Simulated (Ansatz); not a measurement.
The compound is RbTcF3 (cubic perovskite) (Pm-3m).

The structure was built from a prototype and need not be the compound's stable phase.

```
Rb Tc F
1.0
     0.00000   -4.18826    0.00000
     0.00000    0.00000    4.18826
    -4.18826    0.00000    0.00000
Rb Tc F
1 1 3
Direct
  0.00000 0.00000 0.00000
  0.50000 0.50000 0.50000
  0.50000 0.50000 0.00000
  0.50000 0.00000 0.50000
  0.00000 0.50000 0.50000
```

The structure was relaxed with PBEsol. The structure type comes from a generator and need not be one that this composition takes. The structure was generated from a model, not taken from a measurement. The runs that relaxed it are not among those shown. The program's search for lower electronic states was switched off, so nothing shows that the state found is the lowest. PAW set soft_2, made with PBE.

A constrained-RPA run (Ansatz 0.2.0; non-magnetic PBEsol; Tc d, bands v3 to c2, 4×4×4 mesh, medium accuracy) builds 5 functions on bands 4.8 eV wide, with 5.0 electrons in the window. The bare on-site interaction is 13.8 eV and the bare J 0.50 eV.

Q: Estimate U, U′ and J.

On the Tc d shell, U = 5.24 eV (38 % of the bare value), U′ = 4.47 eV, J = 0.38 eV.

The parent state is non-magnetic and the interaction static (zero frequency); U depends on the window and the orbitals, so it belongs to this model alone.

[Paths, hosts, dates, memory and timing lines, banners, echoed tables and standing remarks are left out of the program output.]

[Logs are printed without paths, hosts, clocks, repeated set-up lines and the standing remarks that a program may print on its own settings, such as how far it seeks lower states.]

[Runs of the session that timed out or met a known fault of the program may be left out.]

[Hosts, paths, dates, database ids (printed as entryN), source tags and the programs' standing remarks are cut or masked in the printed files.]
